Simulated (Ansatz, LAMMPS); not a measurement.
# Squeezing and shearing glassy 47SiO2-40B2O3-7CaO-7Na2O (mol %) (112 atoms): runs compared

Aim: relax glassy 47SiO2-40B2O3-7CaO-7Na2O (mol %) (112 atoms), then change its volume and shape to read moduli from the stress.

Computed with Ansatz 0.2.0: Kohn-Sham DFT, PBE, PAW (set soft_2), plane waves.

### 1. The cell as built

The cell holds 112 atoms: 14 Si, 24 B, 2 Ca, 4 Na and 68 O. Cell: a = 11.050 Å, b = 11.050 Å, c = 11.050 Å, α = 90.0°, β = 90.0°, γ = 90.0°. 112 atoms (14 Si, 24 B, 2 Ca, 4 Na, 68 O) placed at random at 2.17 g/cm³, melted at 3000 K for 20 ps at fixed volume with the Buckingham and Coulomb pair potential of Guillot and Sator (Geochim. Cosmochim. Acta 71, 1249 (2007)) with the boron terms of Wang et al. (J. Non-Cryst. Solids 498, 294 (2018)). Quenched from 3000 K to 300 K at 20 K/ps and fixed volume, held 10 ps at zero pressure, then minimised at fixed cell.

Limits known from the start: The quench rate of 20 K/ps is many orders above laboratory rates, so the cell is likely richer in defects and strain than a real sample. The network of bonds at the start is that of the classical potential that made the cell, and needn't be the one that DFT or experiment would give. The Brillouin zone is sampled at Γ only.

### 2. The reference run

The reference is a single point at the end of the relaxation.

Every strained cell starts from the geometry of this run, and its atoms are relaxed with the cell held.

Its input, with most atom lines left out:

```yaml
crystal:
  lattice:
    - [11.13219, 0.01423, 0.19097]
    - [0.01423, 10.8825, -0.13169]
    - [0.19097, -0.13169, 11.23036]
  atoms:
    - { symbol: Si, position: [0.29477, 0.709, 0.95796] }
    - { symbol: Si, position: [0.34948, 0.98908, 0.19232] }
    - { symbol: Si, position: [0.32318, 0.45341, 0.57159] }
    - { symbol: Si, position: [0.67292, 0.49256, 0.0829] }
    - { symbol: Si, position: [0.62588, 0.95455, 0.20507] }
    - { symbol: Si, position: [0.29764, 0.61604, 0.36405] }
    - { symbol: Si, position: [0.01608, 0.64903, 0.60256] }
    [... atom lines 8 to 112 left out ...]
kpoints:
  mp_grid: { grid: [1, 1, 1] }
hamiltonian:
  xc: pbe
scf:
  occupations: { method: fixed }
output:
  forces: true
  stress: true
  populations: intrinsic
  dos:
    method: { smearing: { sigma: 0.15 } }
    de: 0.1
    projected: { site_lists: { B: [B], Ca: [Ca], Na: [Na], O: [O], Si: [Si] } }
  eigenvalues: true
  write_density: true
  write_potential: true
  volumetric_format: npy
  elf: true
```

```
free energy per atom   : -543.9101 eV/atom
r.m.s. force component : 0.0083 eV/Å
pressure               : -0.005073 GPa
```

Filled and empty levels are parted by 4.22 eV (at Γ alone); a semilocal functional tends to put such gaps too low. In a disordered cell it changes from sample to sample, and tail or defect levels can set it.

### 3. The runs

Each row is one run, on 4 threads of Arm Neoverse V2, shared host. The free energy is the program's total, comparable only between runs with the same functional, potentials and atoms.

| run | atoms | outcome | ionic steps, all passes | free energy (eV) | time | host memory (GiB) |
| --- | --- | --- | --- | --- | --- | --- |
| Single point at the start | 112 | converged | - | -60910.929 | 13 s | 1.6 |
| Cell and atoms relaxed | 112 | converged | 31 | -60917.927 | 5.8 min | 1.7 |
| Single point at the relaxed geometry | 112 | converged | - | -60917.927 | 23 s | 1.9 |
| Volume -3 % | 112 | converged | 24 | -60917.811 | 7 min | 1.8 |
| Volume +3 % | 112 | converged | 9 | -60917.751 | 2.4 min | 1.9 |
| Volume -6 % | 112 | converged | 22 | -60917.265 | 6.1 min | 1.7 |
| Volume +6 % | 112 | converged | 25 | -60917.329 | 7.1 min | 2.0 |
| Volume -10 % | 112 | converged | 22 | -60915.849 | 5.8 min | 1.7 |
| Stretched by 1 % along x | 112 | converged | 5 | -60917.876 | 86 s | 1.9 |
| Compressed by 1 % along x | 112 | converged | 5 | -60917.879 | 80 s | 1.8 |
| Sheared by 2 % in xy | 112 | converged | 9 | -60917.895 | 2.5 min | 1.9 |

In some runs the program notes that the exchange-correlation potential is rough where the density is thin and the SCF threshold is loose for the stress.

### 4. Pressure against volume

Atoms are relaxed at each volume, in the scaled cell.

| volume change (%) | volume (Å³/atom) | energy change (meV/atom) | pressure (GPa) | largest move on relaxing (Å) | bonds | gap (eV) |
| --- | --- | --- | --- | --- | --- | --- |
| -10 | 10.928 | 18.55 | 5.29 | 0.67 | - | 4.33 |
| -6 | 11.414 | 5.90 | 2.95 | 0.55 | - | 4.16 |
| -3 | 11.778 | 1.03 | 1.40 | 0.51 | - | 4.08 |
| +0 | 12.142 | 0.00 | -0.01 | - | - | 4.22 |
| +3 | 12.506 | 1.57 | -1.36 | 0.15 | - | 4.20 |
| +6 | 12.871 | 5.34 | -2.53 | 0.82 | - | 4.14 |

### 5. Uniaxial strain and shear

Stress (GPa, compression positive) less that of the relaxed cell, atoms relaxed:

| strain | xx | yy | zz | xy | energy change (meV/atom) |
| --- | --- | --- | --- | --- | --- |
| stretched by 1 % along x | -1.176 | -0.308 | -0.272 | -0.066 | 0.45 |
| compressed by 1 % along x | 1.150 | 0.317 | 0.305 | 0.069 | 0.42 |
| sheared by 2 % in xy | -0.199 | -0.187 | 0.059 | -0.468 | 0.28 |

### 6. Findings

The bulk modulus, from the slope of pressure against ln V over the three points nearest the relaxed volume, is 46.1 GPa; a quadratic over all points gives a pressure derivative of about 2.0. At -10 %, -6 %, -3 % and +6 % some atom moved by over 0.5 Å on relaxing, so those points may sit in another local minimum. The curvature of the energy over the same three points gives 38.1 GPa instead, so stress and energy disagree and the modulus is uncertain by that much. The gap goes from 4.33 eV at the smallest volume to 4.14 eV at the largest, not monotonically (lowest 4.08, highest 4.33 eV), on the run's k-points. In the Cartesian axes of the cell, finite differences give C11 = 116, C12 = 31.2, C13 = 28.8 and C66 = 23.4 GPa (the shear of 2 % is the engineering strain, εxy = 0.01). The mean of C11, C12 and C13, which equals the bulk modulus in a cubic or isotropic solid, is 58.8 GPa: it lies 28 % over the bulk modulus from the volumes. For an isotropic solid C66 would equal (C11 − C12)/2 = 42.5 GPa; so small a sample needn't be isotropic, and C66 rests on one shear. The two differ too much for isotropic moduli to be formed.

Caveats: Strains are finite and relaxations stop at the force tolerance of the input, which can leave moduli too stiff; they are those of a static cell at zero temperature. Volumes are changed with the cell's shape held, so in an anisotropic solid the modulus lies over the one under free hydrostatic load. The program notes that the SCF threshold of the relaxations is loose for the stress.

The DFT runs together took 40 min of wall time.

[Logs are printed without paths, hosts, clocks, repeated set-up lines and the standing remarks that a program may print on its own settings, such as how far it seeks lower states.]

[Hosts, paths, dates, database ids (printed as entryN), source tags and the programs' standing remarks are cut or masked in the printed files.]
